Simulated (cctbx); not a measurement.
**Solving a structure by charge flipping**

Cell a = 5.2240 Å, b = 5.2240 Å, c = 17.5930 Å, α = 90.00°, β = 90.00°, γ = 120.00°; space group P6_3/mmc (no. 194); content Tl8 Rh6 Co10.

The data are simulated with cctbx, not measured: Cu Kα, λ = 1.54184 Å, to d = 0.83 Å, 70 % of the full sphere, strongest reflection 70000 counts, noise from counting, a 1.5 % proportional error and a noise floor of 2 counts (s.d.); no absorption.

Charge flipping in P1 on normalised amplitudes to 0.83 Å, δ = 1.1 σ, 10 % of the reflections treated as weak, 150 cycles:

```text
cycle      R  skewness
    0  0.650     0.38
   12  0.466     3.62
   24  0.447     3.67
   36  0.442     3.54
   48  0.434     3.44
   60  0.428     3.31
   72  0.443     3.41
   84  0.419     3.26
   96  0.437     3.28
  108  0.433     3.29
  120  0.449     3.32
  132  0.435     3.33
  144  0.440     3.39
origin shift          correlation  skewness
 0.702  0.101  0.303      0.817      1.96
 0.688  0.105  0.049      0.817      2.31
 0.173  0.168  0.114      0.813      1.32
 0.005  0.092  0.028      0.798      0.57
taken: symmetry correlation 0.817, skewness 2.31
peak      x       y       z  mult  height/sigma
Q1    0.0000  0.0000  0.0980    4     11.3
Q2    0.3333  0.6667  0.1574    4      9.7
Q3    0.1638  0.3276  0.7500    6      8.4
Q4    0.3333  0.6667  0.6394    4      5.0
Q5    0.0000  0.5000  0.0000    6      4.0
Q6    0.1654  0.3307  0.6756   12      3.2
Q7    0.3333  0.6667  0.0768    4      2.7
Q8    0.0097  0.5049  0.0723   12      2.1
Q9    0.2424  0.4847  0.1085   12      2.1
Q10   0.3333  0.6667  0.0201    4      2.0
```

The origin is taken among those within 0.04 of the best correlation, by the skewness of the map.

Run time: 1 s on 1 thread of Arm Neoverse N1 (shared host), peak memory 0.07 GiB.

**Question.** Which peaks are atoms, and which elements?

Heights go roughly as Z and multiplicities must add up to the content. First model: Q1 = Tl1 (4 in the cell, height 11.3), Q2 = Tl2 (4 in the cell, height 9.7), Q3 = Rh1 (6 in the cell, height 8.4), Q4 = Co1 (4 in the cell, height 5.0) and Q5 = Co2 (6 in the cell, height 4.0). Against the true structure, Q1 is Tl, Q2 is Tl, Q3 is Rh, Q4 is Co and Q5 is Co; the other peaks are not atoms.

Least squares on F², isotropic:

```text
Rint 0.015, 181 unique reflections to 0.83 A
cycle     R1     wR2    GooF  max shift (A)
   1  0.2168  0.5574  60.992   0.18809
   3  0.0067  0.0167   1.826   0.00000
final R1 0.0067 wR2 0.0167 GooF 1.826  parameters 9  data/parameter 20.1
atom        x        y        z      Ueq    occ   su(xyz)  su(Uiso or U11)
Tl1    0.00000  0.00000  0.09480   0.0037  1.000  0.00001  0.0001
Tl2    0.33333  0.66667  0.15410   0.0028  1.000  0.00001  0.0001
Rh1    0.16181  0.32361  0.75000   0.0023  1.000  0.00007  0.0001
Co1    0.33333  0.66667  0.62893   0.0043  1.000  0.00006  0.0002
Co2    0.00000  0.50000  0.00000   0.0052  1.000  0.00000  0.0002
difference map: max 0.88 min -0.76 rms 0.12
Q1    0.0885  0.5443  0.5166   12    0.97  0.50 A from Co2
Q2    0.1590  0.3180  0.7196   12    0.83  0.54 A from Rh1
Q3    0.0000  0.0000  0.1282    4    0.53  0.59 A from Tl1
Q4    0.0000  0.0000  0.0708    4    0.46  0.42 A from Tl1
Q5    0.2346  0.4692  0.5502   12    0.36  1.58 A from Co2
```

Anisotropic refinement:

```text
Rint 0.015, 181 unique reflections to 0.83 A
cycle     R1     wR2    GooF  max shift (A)
   1  0.0076  0.0207   2.321   0.00038
   2  0.0036  0.0075   0.835   0.00000
final R1 0.0036 wR2 0.0075 GooF 0.835  parameters 17  data/parameter 10.6
atom        x        y        z      Ueq    occ   su(xyz)  su(Uiso or U11)
Tl1    0.00000  0.00000  0.09480   0.0037  1.000  0.00001  0.0000
Tl2    0.33333  0.66667  0.15410   0.0028  1.000  0.00001  0.0000
Rh1    0.16180  0.32359  0.75000   0.0023  1.000  0.00003  0.0001
Co1    0.33333  0.66667  0.62895   0.0043  1.000  0.00003  0.0002
Co2    0.00000  0.50000  0.00000   0.0052  1.000  0.00000  0.0002
difference map: max 0.23 min -0.21 rms 0.07
Q1    0.2191  0.4381  0.1659   12    0.24  1.05 A from Tl2
Q2    0.1513  0.3026  0.2500    6    0.22  1.42 A from Rh1
Q3    0.0960  0.1920  0.1457   12    0.22  1.25 A from Tl1
Q4    0.2439  0.4878  0.0357   12    0.19  1.45 A from Co2
Q5    0.1337  0.2675  0.0758   12    0.19  1.26 A from Tl1
Q6    0.2170  0.4341  0.6608   12    0.19  1.19 A from Co1
```

**Reading.** The refinement ends at R1 = 0.0036, wR2 = 0.0075, GooF = 0.83, with difference density between -0.21 and 0.23 e/Å³. Every site matches the true model in element, within 0.001 Å r.m.s., up to an allowed shift of origin.

True model:

```csv
atom,mult.,x,y,z,Ueq (Å²)
Tl1,4,2/3,1/3,0.3459,0.0028
Tl2,4,0,0,0.5948,0.0037
Rh1,6,0.1618,0.8382,1/4,0.0023
Co1,6,1/2,1/2,1/2,0.0050
Co2,4,2/3,1/3,0.6289,0.0043
```

The model was made for the exercise: a known structure type with other elements put in, its volume estimated, not relaxed; displacement parameters are assumed.

[Middle refinement cycles are left out of these outputs.]

[Logs are printed without paths, hosts, clocks, repeated set-up lines and the standing remarks that a program may print on its own settings, such as how far it seeks lower states.]
